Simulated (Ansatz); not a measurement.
**SrCd (Pm-3m): Grüneisen parameters**

Does SrCd (Pm-3m) expand much on heating, by its phonons?

Method: DFT PBEsol, scalar-relativistic, plane waves, PAW; PAW set soft_1, in Ansatz 0.2.0.

### Step 1. The starting structure

The structure is cubic, space group Pm-3m (No. 221). Conventional cell: a = 3.976 Å, b = 3.976 Å, c = 3.976 Å, α = 90.00°, β = 90.00°, γ = 90.00°. Nearest to Sr lie 8 Cd at 3.44 Å. Cd has 8 Sr at 3.44 Å nearest. Farther neighbours are not listed.

### Step 2. The dispersion

The cell comes from relaxations at this level that are not shown. Stability and thermal properties need the whole zone. Linear response on a 4×4×4 q mesh gives force constants as far as a supercell of that size would.

input.yaml reads:

```yaml
crystal:
  lattice:
    - [3.9757347763, 0.0, 0.0]
    - [0.0, 3.9757347763, 0.0]
    - [0.0, 0.0, 3.9757347763]
  atoms:
    - { symbol: Sr, position: [0.5, 0.5, 0.5] }
    - { symbol: Cd, position: [0.0, 0.0, 0.0] }
kpoints:
  mp_grid: { grid: [12, 12, 12] }
hamiltonian:
  xc: pbesol
  pseudopotentials: { kind: paw, azcp: { folder: soft_1 }, xc_functional: pbe }
scf:
  occupations: { method: methfessel_paxton, width: 0.2 }
output:
  eigenvalues: true
phonons:
  method: dfpt
  qmesh: [4, 4, 4]
  temperatures: { t_max: 1000, t_step: 50 }
  qpath:
    path:
      - [[0.0, 0.0, 0.0], [0.0, 0.5, 0.0], [0.5, 0.5, 0.0], [0.0, 0.0, 0.0], [0.5, 0.5, 0.5], [0.0, 0.5, 0.0]]
      - [[0.5, 0.5, 0.5], [0.5, 0.5, 0.0]]
    npoints: 10
```

Command:

```console
> ansatz run input.yaml --threads 4 --pin off --max-ram 10240MiB --backend cpu --events-out ev --progress --plain --runs-dir out
```

Numbers of over 12 decimals in the logs are rounded to 6 here.

What it wrote:

```text
Engine: ansatz 0.2.0, aarch64-unknown-linux-gnu
Pseudopotentials: kind: paw
Pseudopotential: Sr, paw, valence charge 10, recommended cutoff 420 eV (normal), soft_1/Sr.paw.azcp
Pseudopotential: Cd, paw, valence charge 20, recommended cutoff 420 eV (normal), soft_1/Cd.paw.azcp
Functional definition: PBEsol
  exchange = pbesol_x
  correlation = pbesol_c
Crystal: 2 atoms, lattice volume = 62.842 Å³
Basis set: ecut = 420 eV, 1237 PW (Γ), exchange–correlation on 54×54×54 points (8 copies of the dense FFT grid, shifted against one another)
Bands: 19, of which v1, the nominal top of the filled ones, is band 15 counted from 1 (14 counted from 0)
Symmetry: 48 space group operations
k-points: 84 of 1728
Non-local potential: Sr, projectors of the file, l = 0: 3, l = 1: 2, l = 2: 2
Non-local potential: Cd, projectors of the file, l = 0: 3, l = 1: 2, l = 2: 2, l = 3: 1
PAW form: soft (Blöchl's): semilocal exchange-correlation on the pseudo side does not see the compensation charge
PAW frozen core: Sr, regenerated for the run's functional, and the local potential with it (the file was generated under x = pbe(κ = 0.804, μ = 0.219515), c = pbe(β = 0.066725))
PAW frozen core: Cd, regenerated for the run's functional, and the local potential with it (the file was generated under x = pbe(κ = 0.804, μ = 0.219515), c = pbe(β = 0.066725))
PAW one-centre angular grid: Sr, 110 points (default); XC on 64 Gauss nodes
PAW one-centre angular grid: Cd, 590 points (default); XC on 64 Gauss nodes
Initial density: superposition of atomic densities (chi_scale 0.1, normalization cell, long waves kept (reshape's long-wave potential 0.00 eV rms))
Initial wavefunctions: pseudopotential atomic-orbital guess
Functional: x = pbesol(κ = 0.804, μ = 0.123457), c = pbesol(β = 0.046)
SCF iter   1: F=—  HF=-11678.299759 eV  |F-HF|=—  |Δ(HF+E_count)|=         —  Δρ=6.28e-2  dr2=3.98e0  ethr=3.10e-3  ⟨swp⟩=7.0  Hψ=8875  notcnv=0
preconditioner: auto → Kerker (q_TF=auto, 2.412 Å⁻¹)  [metal: Δε(μ)=0.022 eV  Ē_g=11.116 eV  σ=0.200 eV  W_gap=0.09  n_scr=18 (ndim 8)  ℏωp=20.9 eV  f_vac=0.000  D(μ)=1.71/eV (n_scr^D=6)]
SCF iter   2: F=—  HF=-11677.276399 eV  |F-HF|=—  |Δ(HF+E_count)|=    1.02e0  S|Δr|=    0.00e0  Δρ=2.11e-2  dr2=6.77e-1  ethr=3.10e-3  ⟨swp⟩=2.6  Hψ=3865  notcnv=0
SCF iter   3: F=—  HF=-11677.058343 eV  |F-HF|=—  |Δ(HF+E_count)|=   2.18e-1  S|Δr|=    0.00e0  Δρ=1.02e-2  dr2=1.78e-1  ethr=2.26e-3  ⟨swp⟩=1.9  Hψ=2400  notcnv=0
SCF iter   4: F=—  HF=-11676.990501 eV  |F-HF|=—  |Δ(HF+E_count)|=   6.78e-2  S|Δr|=    0.00e0  Δρ=2.95e-3  dr2=7.30e-3  ethr=5.93e-4  ⟨swp⟩=2.0  Hψ=2477  notcnv=0
SCF iter   5: F=—  HF=-11676.988711 eV  |F-HF|=—  |Δ(HF+E_count)|=   1.79e-3  S|Δr|=    0.00e0  Δρ=6.65e-4  dr2=2.84e-4  ethr=2.43e-5  ⟨swp⟩=2.5  Hψ=3140  notcnv=0
SCF iter   6: F=—  HF=-11676.988754 eV  |F-HF|=—  |Δ(HF+E_count)|=   4.37e-5  S|Δr|=    0.00e0  Δρ=1.72e-4  dr2=2.83e-5  ethr=9.47e-7  ⟨swp⟩=2.4  Hψ=2579  notcnv=0
SCF iter   7: F=—  HF=-11676.988746 eV  |F-HF|=—  |Δ(HF+E_count)|=   7.98e-6  S|Δr|=    0.00e0  Δρ=3.60e-5  dr2=9.69e-7  ethr=9.44e-8  ⟨swp⟩=2.1  Hψ=2404  notcnv=0
SCF iter   8: F=—  HF=-11676.988741 eV  |F-HF|=—  |Δ(HF+E_count)|=   5.20e-6  S|Δr|=    0.00e0  Δρ=9.60e-6  dr2=5.37e-8  ethr=3.23e-9  ⟨swp⟩=2.1  Hψ=2363  notcnv=0
SCF iter   9: F=—  HF=-11676.988741 eV  |F-HF|=—  |Δ(HF+E_count)|=   1.57e-8  S|Δr|=    0.00e0  Δρ=1.11e-6  dr2=5.45e-10  ethr=1.79e-10  ⟨swp⟩=2.4  Hψ=2393  notcnv=0
SCF iter  10: F=—  HF=-11676.988741 eV  |F-HF|=—  |Δ(HF+E_count)|=  3.80e-10  S|Δr|=    0.00e0  Δρ=3.26e-7  dr2=3.35e-11  ethr=1.82e-12  ⟨swp⟩=2.0  Hψ=2540  notcnv=0
SCF iter  11: F=-11676.988741 eV  HF=-11676.988741 eV  |F-HF|=0.00e0  |Δ(HF+E_count)|=  3.64e-12  S|Δr|=    0.00e0  Δρ=7.46e-8  dr2=3.05e-12  ethr=1.00e-12  ⟨swp⟩=7.6  Hψ=9040  notcnv=0
SCF 1 converged in 11 iterations: F = -11676.988741 eV  dr2 = 3.05e-12
  greatest PAW one-centre occupation: 1.000 electrons in one spin orbital (limit 2), on the Cd atom at site 1 (counted from 0), in its partial waves of l = 0
Initial density: read from a saved state, or passed on in memory by an earlier SCF of this step, an earlier step, the calling program or the single point that the run made first
iter 1 solved again at ethr=2.06e-7 eV; its pass at ethr=3.10e-3 eV (dr2=6.18e-5 eV) is discarded
SCF iter   1: F=—  HF=-11676.988746 eV  |F-HF|=—  |Δ(HF+E_count)|=         —  Δρ=9.09e-7  dr2=2.67e-10  ethr=2.06e-7  ⟨swp⟩=4.1  Hψ=13763  notcnv=0
eigensolver tolerance schedule: the retry pair's looser diagonalisation over-reported the residual by 231226.46 of it (diagonalisation noise at an unbounded share of the residual, at the tolerance the schedule requests for it); recorded, not acted on — ethr = c·dr2/N_el stays at c = 1.0e-1
preconditioner: auto → Kerker (q_TF=auto, 2.412 Å⁻¹)  [metal: Δε(μ)=0.004 eV  Ē_g=12.505 eV  σ=0.200 eV  W_gap=0.02  n_scr=18 (ndim 8)  ℏωp=20.9 eV  f_vac=0.000  D(μ)=1.74/eV (n_scr^D=18)]
SCF iter   2: F=—  HF=-11676.988741 eV  |F-HF|=—  |Δ(HF+E_count)|=   4.88e-6  S|Δr|=    0.00e0  Δρ=6.73e-7  dr2=1.82e-10  ethr=1.00e-12  ⟨swp⟩=4.8  Hψ=5165  notcnv=0
SCF iter   3: F=—  HF=-11676.988741 eV  |F-HF|=—  |Δ(HF+E_count)|=  4.37e-11  S|Δr|=    0.00e0  Δρ=3.73e-7  dr2=5.46e-11  ethr=1.00e-12  ⟨swp⟩=1.3  Hψ=1771  notcnv=0
SCF iter   4: F=—  HF=-11676.988741 eV  |F-HF|=—  |Δ(HF+E_count)|=  1.27e-11  S|Δr|=    0.00e0  Δρ=1.99e-7  dr2=1.50e-11  ethr=1.00e-12  ⟨swp⟩=1.0  Hψ=1596  notcnv=0
SCF iter   5: F=-11676.988741 eV  HF=-11676.988741 eV  |F-HF|=1.82e-12  |Δ(HF+E_count)|=  1.82e-12  S|Δr|=    0.00e0  Δρ=1.74e-8  dr2=8.01e-14  ethr=1.00e-12  ⟨swp⟩=4.9  Hψ=4826  notcnv=0
SCF 2 converged in 5 iterations: F = -11676.988741 eV  dr2 = 8.01e-14
phonons: the bands overlap, so this run is a metal and interpolates without the dipole-dipole term. If the crystal is really an insulator or semiconductor, its LO-TO splitting is missing
NSCF: frozen V_eff on 84 k-points
NSCF: frozen V_eff on 196 k-points
DFPT response loops at q = (0, 0, 0) (fractional): preconditioner auto → Kerker (q_TF=auto, 2.412 Å⁻¹) (partly filled bands, converged f_vac=0.000); β = 1.00, the filter's whole step (`scf.mixing.beta` (0.50) is not read by the response loops under this deck's `scf.mixing.preconditioner`; to damp them name `kerker` or `kerker_dos`, under which they read `scf.mixing.beta`, and type it under 1.00, their step now; both keys bind the ground state too); Broyden in place of MSR1
NSCF: frozen V_eff on 1176 k-points
DFPT response loops at q = (0, 0, 0.25) (fractional): mixed as the last ones told, above
NSCF: frozen V_eff on 686 k-points
DFPT response loops at q = (0, 0, -0.5) (fractional): mixed as the last ones told, above
NSCF: frozen V_eff on 2016 k-points
DFPT response loops at q = (0, 0.25, 0.25) (fractional): mixed as the last ones told, above
NSCF: frozen V_eff on 1176 k-points
DFPT response loops at q = (0, 0.25, -0.5) (fractional): mixed as the last ones told, above
NSCF: frozen V_eff on 686 k-points
DFPT response loops at q = (0, -0.5, -0.5) (fractional): mixed as the last ones told, above
NSCF: frozen V_eff on 1872 k-points
DFPT response loops at q = (0.25, 0.25, 0.25) (fractional): mixed as the last ones told, above
NSCF: frozen V_eff on 2016 k-points
DFPT response loops at q = (0.25, 0.25, -0.5) (fractional): mixed as the last ones told, above
NSCF: frozen V_eff on 1176 k-points
DFPT response loops at q = (0.25, -0.5, -0.5) (fractional): mixed as the last ones told, above
NSCF: frozen V_eff on 392 k-points
DFPT response loops at q = (-0.5, -0.5, -0.5) (fractional): mixed as the last ones told, above
SCF converged after 11 iterations
Stability not checked: this state was not tested for a lower state beside it, because cold or Methfessel-Paxton smearing, or corrected tetrahedra, fill the levels in a way that the test cannot read (fill_not_monotonic; see scf.lower_state_search)
Free energy (F): -11676.988741 eV
Harris-Foulkes:  -11676.988741 eV  (|F-HF|=0.00e0)
Internal energy: -11676.985086 eV  (E = F + TS)
E sigma→0 (E₀):  -11676.987827 eV
Entropy (-TS):   -0.003656 eV (-1.828 meV/atom)
Fermi energy:    9.349859 eV
--- Per-component energies (eV) ---
  E_band       = -578.018536
  E_kinetic    = 673.536711
  E_local      = -4459.344130  (includes V_loc(G=0)·N_el)
  E_nonlocal   = 354.995388
  E_hartree    = 1900.467327
  E_xc         = -329.263365
  E_vxc        = -351.080168  (∫ρ·V_xc dr)
  E_paw        = -6667.860271  (= ΣΔE_a)
  E_vpaw       = -597.061405  (= ΣTr[D̂ρ^β])
  E_aug_tail   = 0.000316  (compensation charges beyond the density's cutoff)
  E_ewald      = -3149.993371
  E_core_change = 0.476309  (= ΣΔE_core)
  E_smearing   = -0.003656  (= −TS)
  E_closure    = -0.000000  (closes the sum)
  Σ components = -11676.988741   (vs F -11676.988741, Δ=0.00e0)
--- Band table (eV; the first three rows and the last of 84) ---
  k-point 0: bands = [... 11 lower, 0.8672, 0.8672, 3.4461, 10.6790, 10.6790, 13.3937, 13.3937, 13.3937]
  k-point 1: bands = [... 11 lower, 0.8650, 0.8681, 3.5299, 10.5580, 10.7009, 13.1324, 13.1324, 13.1894]
  k-point 2: bands = [... 11 lower, 0.8591, 0.8704, 3.7769, 10.0799, 10.7630, 12.6669, 12.6669, 13.0667]
  k-point 83: bands = [... 11 lower, 1.0069, 1.0069, 8.5116, 8.5116, 8.5116, 8.6078, 14.0349, 14.0349]
--- Phonons (Γ-DFPT): 2 representative perturbations + reference (Σ response iterations 6) ---
  ASR residual: 2.101e-4 → 0.000e0 eV/Å²; symmetrization residual: 7.033e-6 eV/Å²
  ASR residual per site (eV/Å²): 2.10e-4 1.55e-5
  Γ frequencies (cm⁻¹): 0.00 0.00 0.00 106.01 106.01 106.01
--- Phonons (arbitrary-q DFPT): 10 irreducible q on the 4×4×4 mesh ---
  q = [0.0000, 0.0000, 0.0000] (star 1, of the zone-centre solve; hermiticity 6.91e-6, symmetrization 1.07e-11): -0.00 0.00 0.00 106.01 106.01 106.01
  q = [0.0000, 0.0000, 0.2500] (star 6, 4 solved perturbations in 1848 linear systems a pass and spin channel, the states on 588 of 1728 k-point pairs; hermiticity 1.45e-5, symmetrization 5.85e-12): 42.95 42.95 50.90 99.19 99.19 106.06
  q = [0.0000, 0.0000, -0.5000] (star 3, 4 solved perturbations in 1078 linear systems a pass and spin channel, the states on 343 of 1728 k-point pairs; hermiticity 1.20e-13, symmetrization 9.70e-12): 60.06 73.49 73.49 82.45 82.45 109.30
  q = [0.0000, 0.2500, 0.2500] (star 12, 4 solved perturbations in 3108 linear systems a pass and spin channel, the states on 1008 of 1728 k-point pairs; hermiticity 1.30e-5, symmetrization 3.01e-12): 32.22 55.52 68.01 92.96 99.50 111.02
  q = [0.0000, 0.2500, -0.5000] (star 12, 6 solved perturbations on 588 of 1728 k-point pairs; hermiticity 8.44e-6, symmetrization 2.48e-13): 40.00 56.26 74.19 78.06 106.60 114.66
  q = [0.0000, -0.5000, -0.5000] (star 3, 4 solved perturbations in 1078 linear systems a pass and spin channel, the states on 343 of 1728 k-point pairs; hermiticity 4.21e-6, symmetrization 6.32e-12): 32.95 32.95 73.41 74.23 118.70 118.70
  q = [0.2500, 0.2500, 0.2500] (star 8, 2 solved perturbations on 936 of 1728 k-point pairs; hermiticity 1.71e-6, symmetrization 1.72e-12): 52.00 52.00 62.35 98.65 106.91 106.91
  q = [0.2500, 0.2500, -0.5000] (star 12, 4 solved perturbations in 3108 linear systems a pass and spin channel, the states on 1008 of 1728 k-point pairs; hermiticity 5.95e-6, symmetrization 9.03e-13): 38.61 56.60 68.49 102.07 102.49 114.87
  q = [0.2500, -0.5000, -0.5000] (star 6, 4 solved perturbations in 1848 linear systems a pass and spin channel, the states on 588 of 1728 k-point pairs; hermiticity 2.96e-6, symmetrization 7.39e-12): 45.97 45.97 66.11 96.91 117.94 117.94
  q = [-0.5000, -0.5000, -0.5000] (star 1, 2 solved perturbations on 196 of 1728 k-point pairs; hermiticity 3.99e-13, symmetrization 1.50e-11): 54.86 54.86 54.86 117.81 117.81 117.81
  sum rule: each row above includes the acoustic sum rule's correction from the zone centre's row sums; it moved no ω² by more than (0.81 cm⁻¹)²
  mesh force constants: q→R imaginary residual 2.16e-18; ASR residual 2.101e-4 → 0.000e0 eV/Å²; symmetrization residual 2.220e-15 eV/Å²
  interpolated dispersion: 62 rows × 6 modes
  density of states and harmonic sums: on the 16×16×16 q-mesh, interpolated from the force constants of a 4×4×4 supercell (no non-analytic term)
  largest difference from the sums on the solved wave vectors: F 1.51e-2 eV, S 1.91e-5 and C_V 3.98e-6 eV/K
  zero-point energy: 0.029097 eV/cell   skipped modes (ω ≤ 0): 3   left out of the sums: 1.22e-4 of the cell's modes: C_V's classical limit lies that fraction below 3 k_B per atom; for a crystal, a wire or a layer, F and S can be off by more, and a phonons.interpolated_qmesh denser along its periods is the remedy for the sampling
```

The job ended after 8.6 min (4 threads of Arm Neoverse V2, shared host; peak memory 2.6 GiB; 34 min of CPU time).

This step gave:

- volume per atom: 31.42 Å³
- gap on the k-mesh: 0 eV
- sum-rule residual before enforcement: 2.10e-4 eV/Å²
- lowest frequency on the path: 0 cm⁻¹
- point group: m-3m
- highest frequency on the path or at a solved wavevector: 118.7 cm⁻¹
- mean frequency: 78.2 cm⁻¹
- Debye temperature (second moment): 154 K
- logarithmic mean frequency: 72.6 cm⁻¹
- highest optical mode at the zone centre (no LO-TO term): 106.0 cm⁻¹
- lowest optical zone-centre mode: 106.0 cm⁻¹
- lowest mode on the q mesh (acoustic modes at Γ apart): 32.22 cm⁻¹
- zero-point energy per atom: 14.55 meV
- heat capacity at 300 K: 24.61 J/(mol atoms K)
- vibrational entropy at 300 K: 51.43 J/(mol atoms K)

Frequencies (cm⁻¹) solved at each irreducible wavevector; negative means imaginary. Frequencies by wavevector, by row:

```csv
q in reciprocal lattice units,star,mode 1,mode 2,mode 3,mode 4,mode 5,mode 6
0 0 0,1,0,0,0,106,106,106
0 0 0.25,6,43,43,50.9,99.2,99.2,106.1
0 0 -0.5,3,60.1,73.5,73.5,82.5,82.5,109.3
0 0.25 0.25,12,32.2,55.5,68,93,99.5,111
0 0.25 -0.5,12,40,56.3,74.2,78.1,106.6,114.7
0 -0.5 -0.5,3,33,33,73.4,74.2,118.7,118.7
0.25 0.25 0.25,8,52,52,62.4,98.7,106.9,106.9
0.25 0.25 -0.5,12,38.6,56.6,68.5,102.1,102.5,114.9
0.25 -0.5 -0.5,6,46,46,66.1,96.9,117.9,117.9
-0.5 -0.5 -0.5,1,54.9,54.9,54.9,117.8,117.8,117.8
```

Symmetry leaves 10 wavevectors to solve. The lowest mode among them, the acoustic zeros apart, lies at q = (0, 0.25, 0.25) and is real, 32.2 cm⁻¹.

### Step 3. Relaxing at another volume, volume ratio 0.97

The volume is scaled by 0.97 and held; symmetry leaves nothing to relax, so this is a single point. The modes can then be followed against volume.

input.yaml, the sections that differ from step 2:

```yaml
crystal:
  lattice:
    - [3.9355730933, 0.0, 0.0]
    - [0.0, 3.9355730933, 0.0]
    - [0.0, 0.0, 3.9355730933]
  atoms:
    - { symbol: Sr, position: [0.5, 0.5, 0.5] }
    - { symbol: Cd, position: [0.0, 0.0, 0.0] }
output:
  forces: true
  stress: true
  eigenvalues: true
# kpoints, hamiltonian, scf: as in step 2
# phonons: removed
```

What it wrote:

```text
[...]
Crystal: 2 atoms, lattice volume = 60.957 Å³
Basis set: ecut = 420 eV, 1213 PW (Γ), exchange–correlation on 54×54×54 points (8 copies of the dense FFT grid, shifted against one another)
Bands: 19, of which v1, the nominal top of the filled ones, is band 15 counted from 1 (14 counted from 0)
Symmetry: 48 space group operations
[...]
k-points: 84 of 1728
[...]
--- Band table (eV; the first three rows and the last of 84) ---
  k-point 0: bands = [... 11 lower, 1.2012, 1.2012, 3.7125, 11.0374, 11.0374, 13.8648, 13.8648, 13.8648]
  k-point 1: bands = [... 11 lower, 1.1990, 1.2021, 3.7993, 10.9218, 11.0590, 13.5866, 13.5866, 13.6607]
  k-point 2: bands = [... 11 lower, 1.1929, 1.2047, 4.0549, 10.4557, 11.1200, 13.0969, 13.0969, 13.5296]
  k-point 83: bands = [... 11 lower, 1.3507, 1.3507, 8.8121, 8.8121, 8.8121, 9.0388, 14.5678, 14.5678]
[key lines of the parts left out:]
SCF converged after 8 iterations
Free energy (F): -11676.983569 eV
Fermi energy:    9.712742 eV
P = ⅓ Tr σ = 0.9028 GPa (9.028 kbar)
```

Wall time 1.7 s (4 threads); peak memory 0.38 GiB.

This step gave:

| Quantity | Value |
| --- | --- |
| pressure | 0.9028 GPa |
| volume per atom | 30.48 Å³ |

The run ends at a pressure of 0.90 GPa.

### Step 4. Phonons at the other volume, volume ratio 0.97

The phonons are repeated at this volume on the same k and q meshes.

input.yaml: that of step 3 with these lines changed.

```diff
@@ -16,4 +16,11 @@
 output:
-  forces: true
-  stress: true
   eigenvalues: true
+phonons:
+  method: dfpt
+  qmesh: [4, 4, 4]
+  temperatures: { t_max: 1000, t_step: 50 }
+  qpath:
+    path:
+      - [[0.0, 0.0, 0.0], [0.0, 0.5, 0.0], [0.5, 0.5, 0.0], [0.0, 0.0, 0.0], [0.5, 0.5, 0.5], [0.0, 0.5, 0.0]]
+      - [[0.5, 0.5, 0.5], [0.5, 0.5, 0.0]]
+    npoints: 10
```

What it wrote:

```text
[...]
Crystal: 2 atoms, lattice volume = 60.957 Å³
Basis set: ecut = 420 eV, 1213 PW (Γ), exchange–correlation on 54×54×54 points (8 copies of the dense FFT grid, shifted against one another)
Bands: 19, of which v1, the nominal top of the filled ones, is band 15 counted from 1 (14 counted from 0)
Symmetry: 48 space group operations
k-points: 84 of 1728
[...]
SCF iter   1: F=—  HF=-11678.324604 eV  |F-HF|=—  |Δ(HF+E_count)|=         —  Δρ=6.50e-2  dr2=4.08e0  ethr=3.10e-3  ⟨swp⟩=7.0  Hψ=8922  notcnv=0
[...]
SCF iter  11: F=-11676.983569 eV  HF=-11676.983569 eV  |F-HF|=7.28e-12  |Δ(HF+E_count)|=  7.28e-12  S|Δr|=    0.00e0  Δρ=1.24e-7  dr2=8.10e-12  ethr=1.00e-12  ⟨swp⟩=7.5  Hψ=9319  notcnv=0
SCF 1 converged in 11 iterations: F = -11676.983569 eV  dr2 = 8.10e-12
[...]
SCF iter   4: F=-11676.983569 eV  HF=-11676.983569 eV  |F-HF|=5.46e-12  |Δ(HF+E_count)|=  1.64e-11  S|Δr|=    0.00e0  Δρ=1.34e-7  dr2=4.92e-12  ethr=1.00e-12  ⟨swp⟩=3.8  Hψ=5209  notcnv=0
SCF 2 converged in 4 iterations: F = -11676.983569 eV  dr2 = 4.92e-12
[...]
NSCF: frozen V_eff on 84 k-points
[...]
SCF converged after 11 iterations
[...]
Free energy (F): -11676.983569 eV
[...]
Internal energy: -11676.980482 eV  (E = F + TS)
E sigma→0 (E₀):  -11676.982797 eV
Entropy (-TS):   -0.003087 eV (-1.544 meV/atom)
Fermi energy:    9.712748 eV
[...]
--- Band table (eV; the first three rows and the last of 84) ---
  k-point 0: bands = [... 11 lower, 1.2014, 1.2014, 3.7126, 11.0374, 11.0374, 13.8648, 13.8648, 13.8648]
  k-point 1: bands = [... 11 lower, 1.1992, 1.2023, 3.7993, 10.9218, 11.0589, 13.5866, 13.5866, 13.6608]
  k-point 2: bands = [... 11 lower, 1.1931, 1.2049, 4.0550, 10.4557, 11.1200, 13.0969, 13.0969, 13.5296]
  k-point 83: bands = [... 11 lower, 1.3509, 1.3509, 8.8121, 8.8121, 8.8121, 9.0388, 14.5678, 14.5678]
[...]
ASR residual: 3.150e-5 → 0.000e0 eV/Å²; symmetrization residual: 5.873e-6 eV/Å²
  ASR residual per site (eV/Å²): 3.15e-5 2.29e-5
  Γ frequencies (cm⁻¹): 0.00 0.00 0.00 111.84 111.84 111.84
--- Phonons (arbitrary-q DFPT): 10 irreducible q on the 4×4×4 mesh ---
[...]
interpolated dispersion: 62 rows × 6 modes
[...]
```

It took 8.6 min on 4 threads; peak memory 2.5 GiB; 34 min of CPU time.

This step gave:

```yaml
sum_rule_residual_before_enforcement: 3.15e-5 eV/Å²
highest_frequency_on_the_path_or_at_a_solved_wavevector: 124.4 cm⁻¹
mean_frequency: 82 cm⁻¹
debye_temperature_second_moment: 162 K
logarithmic_mean_frequency: 75.8 cm⁻¹
highest_optical_mode_at_the_zone_centre_no_lo_to_term: 111.8 cm⁻¹
lowest_optical_zone_centre_mode: 111.8 cm⁻¹
lowest_mode_on_the_q_mesh_acoustic_modes_at_gamma_apart: 32.19 cm⁻¹
zero_point_energy_per_atom: 15.24 meV
heat_capacity_at_300_k: 24.58 J/(mol atoms K)
vibrational_entropy_at_300_k: 50.36 J/(mol atoms K)
```

Frequencies (cm⁻¹) solved at each irreducible wavevector; negative means imaginary. Frequencies by wavevector, by row:

```csv
q in reciprocal lattice units,star,mode 1,mode 2,mode 3,mode 4,mode 5,mode 6
0 0 0,1,0,0,0,111.8,111.8,111.8
0 0 0.25,6,45,45,53.4,104.6,104.6,111.8
0 0 -0.5,3,63.4,77.4,77.4,86.7,86.7,114.5
0 0.25 0.25,12,32.2,58.3,71.7,97.8,104.2,117.2
0 0.25 -0.5,12,40.8,58.2,78,82.1,112.1,120.5
0 -0.5 -0.5,3,32.2,32.2,77.4,78.3,124.4,124.4
0.25 0.25 0.25,8,54,54,64.8,104,112.4,112.4
0.25 0.25 -0.5,12,39.6,58.7,72.5,106.4,108,120.6
0.25 -0.5 -0.5,6,47.8,47.8,70.2,100.9,123.1,123.1
-0.5 -0.5 -0.5,1,58.4,58.4,58.4,122.3,122.3,122.3
```

The highest optical mode at the zone centre (no LO-TO term) is 111.8 cm⁻¹, +5.8 cm⁻¹ against the base run.

[end of part 1 of 2]

[Logs are printed without paths, hosts, clocks, repeated set-up lines and the standing remarks that a program may print on its own settings, such as how far it seeks lower states.]

[Hosts, paths, dates, database ids (printed as entryN), source tags and the programs' standing remarks are cut or masked in the printed files.]
